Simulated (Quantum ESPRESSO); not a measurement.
## Ta (P6_3/mmc): from the cell to the phonon bands

How does Ta (P6_3/mmc) vibrate, and is this structure a minimum?

Main program and level: Quantum ESPRESSO 7.5; DFT LDA, scalar-relativistic, plane waves, PseudoDojo norm-conserving pseudopotentials.

Report form: the programs' logs are mostly left out.

This is not the structure that Ta takes at ambient pressure and room temperature (bcc); it is a model or a phase of other conditions.

## 1. Set-up

Symmetry: P6_3/mmc, No. 194, hexagonal system. The conventional cell has a = 2.900 Å, b = 2.900 Å, c = 5.166 Å, α = 90.00°, β = 90.00°, γ = 120.00°. Ta has 12 Ta at 2.90 to 3.08 Å nearest.

## 2. A first look

Before anything dear is run, a loose run with smearing shows whether this is a metal and how far the cell is from rest.

probe.in reads:

```
&control
   calculation = 'scf'
   prefix = 'x'
   outdir = './tmp'
   pseudo_dir = './pseudo'
   tprnfor = .true.
   tstress = .true.
   verbosity = 'high'
/
&system
   ibrav = 4
   celldm(1) = 5.48090887
   celldm(3) = 1.78124526
   nat = 2
   ntyp = 1
   ecutwfc = 64.0
   occupations = 'smearing'
   smearing = 'gaussian'
   degauss = 0.01
/
&electrons
   conv_thr = 1.0d-07
   mixing_beta = 0.7
   electron_maxstep = 100
/
ATOMIC_SPECIES
 Ta    180.9479  Ta.upf
ATOMIC_POSITIONS crystal
 Ta     0.666666670   0.333333330   0.750000000
 Ta     0.333333330   0.666666670   0.250000000
K_POINTS automatic
 9 9 4 0 0 0
```

Run with:

```bash
$ OMP_NUM_THREADS=1 mpirun -n 4 pw.x -nk 4 -in probe.in > probe.out
```

It took 4.2 s on 4 MPI ranks of Arm Neoverse V2, shared host; 16 s of CPU time.

Read from the output:

| Property | Result |
| --- | --- |
| volume per atom | 18.82 Å³ |
| pressure | -12.88 GPa |
| gap on the k-mesh | 0 eV |

No gap opens on this mesh, so smearing is kept; the start stands at -13 GPa.

## 3. Relaxing the cell and atoms

The relaxation runs at a cutoff a fifth above that of the response, since stress converges more slowly with the basis than frequencies do. Forces and stress are brought to rest with tight thresholds.

relax.in reads:

```
&control
   calculation = 'vc-relax'
   prefix = 'x'
   outdir = './tmp'
   pseudo_dir = './pseudo'
   tprnfor = .true.
   tstress = .true.
   forc_conv_thr = 2.0d-05
   etot_conv_thr = 1.0d-07
   nstep = 40
/
&system
   ibrav = 4
   celldm(1) = 5.48090887
   celldm(3) = 1.78124526
   nat = 2
   ntyp = 1
   ecutwfc = 77
   occupations = 'smearing'
   smearing = 'mv'
   degauss = 0.02
/
&electrons
   conv_thr = 1.0d-11
   mixing_beta = 0.7
   electron_maxstep = 100
/
&ions
/
&cell
   press_conv_thr = 0.2
/
ATOMIC_SPECIES
 Ta    180.9479  Ta.upf
ATOMIC_POSITIONS crystal
 Ta     0.666666670   0.333333330   0.750000000
 Ta     0.333333330   0.666666670   0.250000000
K_POINTS automatic
 15 15 8 0 0 0
```

Run with:

```bash
$ OMP_NUM_THREADS=1 mpirun -n 4 pw.x -nk 4 -in relax.in > relax.out
```

It took 2.1 min on 4 MPI ranks; 8.3 min of CPU time.

Relaxation path:

| step | energy less that of the first step (eV) | largest force (eV/Å) | pressure (GPa) | volume (Å³) |
| --- | --- | --- | --- | --- |
| 1 | 0.0000 | 0.0000 | -13.00 | 37.64 |
| 2 | -0.1096 | 0.0000 | -0.63 | 35.20 |
| 3 | -0.1098 | 0.0000 | 0.06 | 35.08 |
| 4 | -0.1098 | 0.0000 | 0.00 | 35.09 |
| 5 | -0.1098 | 0.0000 | -0.01 | 35.09 |
| 6 | -0.1098 | 0.0000 | 0.00 | 35.09 |
| 7 | -0.1097 | 0.0000 | 0.00 | 35.09 |

| conventional cell, symmetrised | before | after | change |
| --- | --- | --- | --- |
| a (Å) | 2.900 | 2.830 | -2.4 % |
| b (Å) | 2.900 | 2.830 | -2.4 % |
| c (Å) | 5.166 | 5.059 | -2.1 % |
| volume (Å³/atom) | 18.82 | 17.55 | -6.8 % |

Final coordinates:

```cif
data_structure
_symmetry_space_group_name_H-M 'P 1'
_symmetry_Int_Tables_number 1
_cell_length_a 2.8302
_cell_length_b 2.8302
_cell_length_c 5.0587
_cell_angle_alpha 90.000
_cell_angle_beta 90.000
_cell_angle_gamma 120.000
_cell_volume 35.09
loop_
_atom_site_label
_atom_site_type_symbol
_atom_site_fract_x
_atom_site_fract_y
_atom_site_fract_z
_atom_site_occupancy
Ta1 Ta 0.66667 0.33333 0.75000 1
Ta2 Ta 0.33333 0.66667 0.25000 1
```

The last row of the table of steps is pw.x's closing run on a basis chosen anew for the final cell, so its energy can jump.

Numbers from this step:

* volume per atom: 17.55 Å³
* pressure: -0.003000 GPa

The volume changes by -6.8 % from the cell with which this run began.

## 4. Ground state

Perturbation theory inherits every error of the wavefunctions, so the threshold is set near the limit of the arithmetic. Smearing stays on, as the first look found no gap above 0.3 eV.

scf.in reads:

```
&control
   calculation = 'scf'
   prefix = 'x'
   outdir = './tmp'
   pseudo_dir = './pseudo'
   tprnfor = .true.
   tstress = .true.
/
&system
   ibrav = 4
   celldm(1) = 5.34827666
   celldm(3) = 1.78739562
   nat = 2
   ntyp = 1
   ecutwfc = 64.0
   occupations = 'smearing'
   smearing = 'mv'
   degauss = 0.02
/
&electrons
   conv_thr = 1.0d-12
   mixing_beta = 0.7
   electron_maxstep = 100
/
ATOMIC_SPECIES
 Ta    180.9479  Ta.upf
ATOMIC_POSITIONS crystal
 Ta     0.666666667   0.333333333   0.750000000
 Ta     0.333333333   0.666666667   0.250000000
K_POINTS automatic
 16 16 8 0 0 0
```

Run with:

```bash
$ OMP_NUM_THREADS=1 mpirun -n 4 pw.x -nk 4 -in scf.in > scf.out
```

It took 22 s on 4 MPI ranks.

Read from the output:

```
pressure : -0.04500 GPa
```

The cell stands at -0.045 GPa, close enough for phonons.

## 5. Linear response on the mesh

Linear response treats each wavevector in the unit cell, with no supercell; the 2×2×2 mesh fixes the range of the force constants to be had.

ph.in reads:

```
phonons
&inputph
   prefix = 'x'
   outdir = './tmp'
   fildyn = 'x.dyn'
   tr2_ph = 1.0d-18
   alpha_mix(1) = 0.4
   nmix_ph = 8
   ldisp = .true.
   nq1 = 2
   nq2 = 2
   nq3 = 2
/
```

Run with:

```bash
$ OMP_NUM_THREADS=1 mpirun -n 4 ph.x -nk 4 -in ph.in > ph.out
```

Elapsed: 43 min, on 4 MPI ranks.

This step gave:

```yaml
largest_acoustic_frequency_at_the_zone_centre_before_the_sum_rule: 0.69 cm⁻¹
highest_optical_zone_centre_mode_no_lo_to_term: 194.3 cm⁻¹
lowest_optical_zone_centre_mode: -54.97 cm⁻¹
lowest_mode_on_the_q_mesh_acoustic_ones_at_the_zone_centre_apart: -54.97 cm⁻¹
```

Frequencies (cm⁻¹) at each irreducible wavevector; negative means imaginary. Frequencies by wavevector:

| q (fractions) | star | mode 1 | mode 2 | mode 3 | mode 4 | mode 5 | mode 6 |
| --- | --- | --- | --- | --- | --- | --- | --- |
| 0 0 0 | 1 | -54.97 | -54.97 | 0.54 | 0.69 | 0.69 | 194.3 |
| 0 0 -0.5 | 1 | -43.25 | -43.25 | -43.25 | -43.25 | 136.8 | 136.8 |
| 0 -0.5 0 | 3 | 31 | 64.81 | 90.23 | 135.9 | 137.7 | 158.6 |
| 0 -0.5 -0.5 | 3 | 59.3 | 59.3 | 98.18 | 98.18 | 166.3 | 166.3 |

The acoustic modes at Γ come out as far as 0.7 cm⁻¹ from zero, where they should vanish, a small numerical error. The lowest optical mode is imaginary, 55i cm⁻¹, an instability at this level and on this k mesh.

## 6. Fourier transform to real space

The dynamical matrices of the mesh are Fourier-transformed to force constants in real space.

q2r.in reads:

```
&input
   fildyn = 'x.dyn'
   zasr = 'crystal'
   flfrc = 'x.fc'
/
```

Run with:

```bash
$ q2r.x < q2r.in > q2r.out
```

Wall time 0.45 s (1 thread).

## 7. Interpolated phonon bands

From the force constants any wavevector is cheap; points of the mesh come back as solved, but for the sum rule and, in polar crystals, the LO-TO term at Γ; the rest is interpolation.

matdyn.in reads:

```
&input
   asr = 'crystal'
   flfrc = 'x.fc'
   flfrq = 'x.freq'
   flvec = 'x.modes'
   q_in_band_form = .true.
   q_in_cryst_coord = .true.
/
12
  0.0000000   0.0000000   0.0000000  12  ! GAMMA
  0.5000000  -0.0000000   0.0000000  12  ! M
  0.3333333   0.3333333   0.0000000  12  ! K
  0.0000000   0.0000000   0.0000000  12  ! GAMMA
  0.0000000   0.0000000   0.5000000  12  ! A
  0.5000000  -0.0000000   0.5000000  12  ! L
  0.3333333   0.3333333   0.5000000  12  ! H
  0.0000000   0.0000000   0.5000000   1  ! A
  0.5000000  -0.0000000   0.5000000  12  ! L
  0.5000000  -0.0000000   0.0000000   1  ! M
  0.3333333   0.3333333   0.5000000  12  ! H
  0.3333333   0.3333333   0.0000000   1  ! K
```

Run with:

```bash
$ matdyn.x -in matdyn.in > matdyn.out
```

Wall time 0.45 s (1 thread).

This step gave:

| Property | Result |
| --- | --- |
| lowest frequency on the path | -54.97 cm⁻¹ |

Matdyn.x, sum rule crystal. The phonon branches at the labelled points (cm⁻¹):

| point | branch 1 | branch 2 | branch 3 | branch 4 | branch 5 | branch 6 |
| --- | --- | --- | --- | --- | --- | --- |
| Γ | -55 | -55 | 0 | 0 | 0 | 194 |
| halfway | -30 | 26 | 63 | 88 | 113 | 172 |
| M | 31 | 65 | 90 | 136 | 138 | 159 |
| halfway | 69 | 76 | 106 | 127 | 132 | 153 |
| K | 101 | 102 | 102 | 123 | 123 | 142 |
| halfway | 34 | 49 | 55 | 107 | 119 | 165 |
| Γ | -55 | -55 | 0 | 0 | 0 | 194 |
| halfway | -52 | -52 | -25 | -25 | 74 | 179 |
| A | -43 | -43 | -43 | -43 | 137 | 137 |
| halfway | 29 | 29 | 96 | 96 | 134 | 134 |
| L | 59 | 59 | 98 | 98 | 166 | 166 |
| halfway | 79 | 79 | 105 | 105 | 159 | 159 |
| H | 84 | 84 | 129 | 129 | 143 | 143 |
| halfway | 52 | 52 | 100 | 100 | 136 | 136 |
| A | -43 | -43 | -43 | -43 | 137 | 137 |
| jump to L | 59 | 59 | 98 | 98 | 166 | 166 |
| halfway | 39 | 74 | 81 | 123 | 151 | 166 |
| M | 31 | 65 | 90 | 136 | 138 | 159 |
| jump to H | 84 | 84 | 129 | 129 | 143 | 143 |
| halfway | 91 | 91 | 111 | 135 | 135 | 139 |
| K | 101 | 102 | 102 | 123 | 123 | 142 |

Force constants by pair (phonopy on the run's constants); pairs near half the supercell's span include their periodic images. Pair force constants, by row:

| atom | neighbour | distance (Å) | third of the trace (eV/Å²) | along the pair's line (eV/Å²) |
| --- | --- | --- | --- | --- |
| Ta1 | itself | 0 | 7.407 | – |
| Ta1 | Ta | 2.83 | -1.329 | -5.895 |
| Ta1 | Ta | 3.011 | -0.6514 | -2.526 |
| Ta1 | Ta | 4.132 | 0.1951 | 0.1959 |
| Ta1 | Ta | 5.059 | -0.2155 | -0.0737 |
| Ta1 | Ta | 5.797 | 0.1044 | 0.156 |
| Ta2 | itself | 0 | 7.407 | – |
| Ta2 | Ta | 2.83 | -1.329 | -5.895 |
| Ta2 | Ta | 3.011 | -0.6514 | -2.526 |
| Ta2 | Ta | 4.132 | 0.1951 | 0.1959 |
| Ta2 | Ta | 5.059 | -0.2155 | -0.0737 |
| Ta2 | Ta | 5.797 | 0.1044 | 0.156 |

Mode patterns, pair constants, displacements and means over the zone were worked out by phonopy from the force constants of q2r.x.

The path dips to 55i cm⁻¹.

## 8. Sums over the zone

Sums over the zone need many more wavevectors than were solved, so the interpolation is sampled on a dense mesh.

matdyn.in reads:

```
&input
   asr = 'crystal'
   flfrc = 'x.fc'
   dos = .true.
   fldos = 'x.dos'
   nk1 = 18
   nk2 = 18
   nk3 = 9
   deltaE = 0.3
/
```

Run with:

```bash
$ matdyn.x -in matdyn.in > matdyn.out
```

Wall time 5.1 s (1 thread).

Read from the output:

* share of modes beyond 3i cm⁻¹ on the dense interpolated mesh: 0.0511

The phonon density of states has structure finer than the step of the table below, so its rows give means over 10 cm⁻¹, whole bins alone (the curve runs from -55.0 to 194 cm⁻¹). Peaks (cm⁻¹: height): 81.5: 0.0499, 108.5: 0.0531, 122.0: 0.0535, 140.0: 0.0534, 150.5: 0.0640.

Tetrahedra. Table of phonon density of states by wavenumber; means over each step:

| wavenumber (cm⁻¹) | phonon density of states (1/cm⁻¹/cell) |
| --- | --- |
| -40 | 0.00775 |
| -30 | 0.00710 |
| -20 | 0.00538 |
| -10 | 0.00452 |
| 0 | 0.00505 |
| 10 | 0.00659 |
| 20 | 0.00985 |
| 30 | 0.0177 |
| 40 | 0.0256 |
| 50 | 0.0318 |
| 60 | 0.0385 |
| 70 | 0.0460 |
| 80 | 0.0471 |
| 90 | 0.0442 |
| 100 | 0.0295 |
| 110 | 0.0396 |
| 120 | 0.0414 |
| 130 | 0.0312 |
| 140 | 0.0427 |
| 150 | 0.0598 |
| 160 | 0.0369 |
| 170 | 0.00969 |
| 180 | 0.00501 |

## 9. Modes with the sum rule

A rigid shift of the crystal must cost nothing, but grids and finite bases break this; the acoustic sum rule is imposed before the matrix is diagonalised again.

dynmat.in reads:

```
&input
   fildyn = 'x.dyn1'
   asr = 'crystal'
   fileig = 'dynmat.eig'
/
```

Run with:

```bash
$ dynmat.x -in dynmat.in > dynmat.out
```

Run time: 0.45 s. Hardware: 1 thread.

Unit eigenvectors of the mass-weighted matrix after the sum rule; no LO-TO term. Modes at Γ (negative means imaginary):

| mode | frequency (cm⁻¹) |
| --- | --- |
| 1 | -55.0 |
| 2 | -55.0 |
| 3 | 0.0 |
| 4 | 0.0 |
| 5 | 0.0 |
| 6 | 194.3 |

Displacements in mode 2 (-55.0 cm⁻¹), the largest set to 1:
```
Ta1  0.00  1.00  0.00
Ta2  0.00 -1.00  0.00
```

Displacements in mode 6 (194.3 cm⁻¹), the largest set to 1:
```
Ta1  0.00  0.00  1.00
Ta2  0.00  0.00 -1.00
```

The rule moves no optical mode by more than 0.1 cm⁻¹.

## 10. Sum rules set otherwise (asr no)

Without the rule the raw error of the acoustic modes shows.

dynmat.in reads:

```
&input
   fildyn = 'x.dyn1'
   asr = 'no'
   fileig = 'dynmat.eig'
/
```

Run with:

```bash
$ dynmat.x -in dynmat.in > dynmat.out
```

It took 0.45 s on 1 thread.

Zone-centre frequencies as printed; negative means imaginary. Modes:

| mode | frequency (cm⁻¹) |
| --- | --- |
| 1 | -54.97 |
| 2 | -54.97 |
| 3 | 0.54 |
| 4 | 0.69 |
| 5 | 0.69 |
| 6 | 194.3 |

Against the first rule no mode moves by more than 0.7 cm⁻¹.

## 11. Sum rules set otherwise (asr simple)

The rule can be imposed in more than one way; the choices should agree where the raw error is small.

dynmat.in reads:

```
&input
   fildyn = 'x.dyn1'
   asr = 'simple'
   fileig = 'dynmat.eig'
/
```

Run with:

```bash
$ dynmat.x -in dynmat.in > dynmat.out
```

Run time: 0.44 s. Hardware: 1 thread.

This step gave:

- lowest optical zone-centre mode: -54.98 cm⁻¹

Zone-centre frequencies as printed; negative means imaginary. Modes:

| mode | frequency (cm⁻¹) |
| --- | --- |
| 1 | -54.98 |
| 2 | -54.98 |
| 3 | 0 |
| 4 | 0 |
| 5 | 0 |
| 6 | 194.3 |

Against the first rule no mode moves by more than 0.1 cm⁻¹.

## 12. The dispersion under another sum rule (asr all)

The sum rule corrects the force constants themselves, so it can shift branches at any wavevector, low ones most.

matdyn.in reads:

```
&input
   asr = 'all'
   flfrc = 'x.fc'
   flfrq = 'x.freq'
   flvec = 'x.modes'
   q_in_band_form = .true.
   q_in_cryst_coord = .true.
/
12
  0.0000000   0.0000000   0.0000000   8  ! GAMMA
  0.5000000  -0.0000000   0.0000000   8  ! M
  0.3333333   0.3333333   0.0000000   8  ! K
  0.0000000   0.0000000   0.0000000   8  ! GAMMA
  0.0000000   0.0000000   0.5000000   8  ! A
  0.5000000  -0.0000000   0.5000000   8  ! L
  0.3333333   0.3333333   0.5000000   8  ! H
  0.0000000   0.0000000   0.5000000   1  ! A
  0.5000000  -0.0000000   0.5000000   8  ! L
  0.5000000  -0.0000000   0.0000000   1  ! M
  0.3333333   0.3333333   0.5000000   8  ! H
  0.3333333   0.3333333   0.0000000   1  ! K
```

Run with:

```bash
$ matdyn.x -in matdyn.in > matdyn.out
```

The job ended after 0.45 s (1 thread).

Read from the output:

| Quantity | Value |
| --- | --- |
| lowest frequency on the path | -59.05 cm⁻¹ |

Matdyn.x, sum rule all. Phonon branches along the path, in cm⁻¹:

| point | branch 1 | branch 2 | branch 3 | branch 4 | branch 5 | branch 6 |
| --- | --- | --- | --- | --- | --- | --- |
| Γ | -59 | -59 | 0 | 0 | 0 | 195 |
| halfway | -32 | 23 | 62 | 87 | 113 | 172 |
| M | 31 | 62 | 90 | 136 | 138 | 159 |
| halfway | 69 | 74 | 106 | 127 | 132 | 153 |
| K | 101 | 101 | 101 | 123 | 123 | 142 |
| halfway | 31 | 49 | 53 | 106 | 119 | 165 |
| Γ | -59 | -59 | 0 | 0 | 0 | 195 |
| halfway | -51 | -51 | -10 | -10 | 74 | 180 |
| A | -31 | -31 | -31 | -31 | 137 | 137 |
| halfway | 36 | 36 | 97 | 97 | 134 | 134 |
| L | 59 | 59 | 98 | 98 | 166 | 166 |
| halfway | 78 | 78 | 105 | 105 | 158 | 158 |
| H | 83 | 83 | 128 | 128 | 143 | 143 |
| halfway | 55 | 55 | 101 | 101 | 137 | 137 |
| A | -31 | -31 | -31 | -31 | 137 | 137 |
| jump to L | 59 | 59 | 98 | 98 | 166 | 166 |
| halfway | 39 | 73 | 81 | 123 | 150 | 166 |
| M | 31 | 62 | 90 | 136 | 138 | 159 |
| jump to H | 83 | 83 | 128 | 128 | 143 | 143 |
| halfway | 90 | 90 | 111 | 135 | 135 | 139 |
| K | 101 | 101 | 101 | 123 | 123 | 142 |

At the labelled points the branches move by no more than 12.6 cm⁻¹.

## 13. Outcome

| Item | Value |
| --- | --- |
| space group after relaxation | P6_3/mmc |
| volume per atom | 17.5 Å³ |
| highest optical zone-centre mode (no LO-TO term) | 194.3 cm⁻¹ |
| lowest optical zone-centre mode | -55.0 cm⁻¹ |
| q mesh | 2×2×2 |
| lowest mode on the q mesh (acoustic ones at the zone centre apart) | -55.0 cm⁻¹ |
| imaginary modes on the q mesh | yes |

What this shows: Ta (P6_3/mmc) is unstable: a mode solved on the 2×2×2 mesh is imaginary, 55i cm⁻¹; its spectrum reaches 194 cm⁻¹. At the LDA level the optical modes of Ta (P6_3/mmc) at the zone centre run from 55i to 194 cm⁻¹, so the structure is a saddle point, with 2 modes beyond 10i cm⁻¹ there. The most unstable solved mode lies at the zone centre, but modes at other wavevectors are imaginary too, so the distortion may enlarge the cell. These are harmonic frequencies at zero temperature: anharmonic shifts and linewidths and thermal expansion are left out. Spin-orbit coupling is left out, which can matter for the heavy elements here. In a metal the frequencies hang on the k mesh and the smearing, most of all near Kohn anomalies. The q mesh stands for a supercell only 5.7 Å across, so branches between the solved wavevectors are rough. The structure comes from a database and need not be the phase that is stable at ambient conditions.

[Host names and launcher messages were left out of these logs when they were recorded.]

[Logs are printed without paths, hosts, clocks, repeated set-up lines and the standing remarks that a program may print on its own settings, such as how far it seeks lower states.]

[Hosts, paths, dates, database ids (printed as entryN), source tags and the programs' standing remarks are cut or masked in the printed files.]
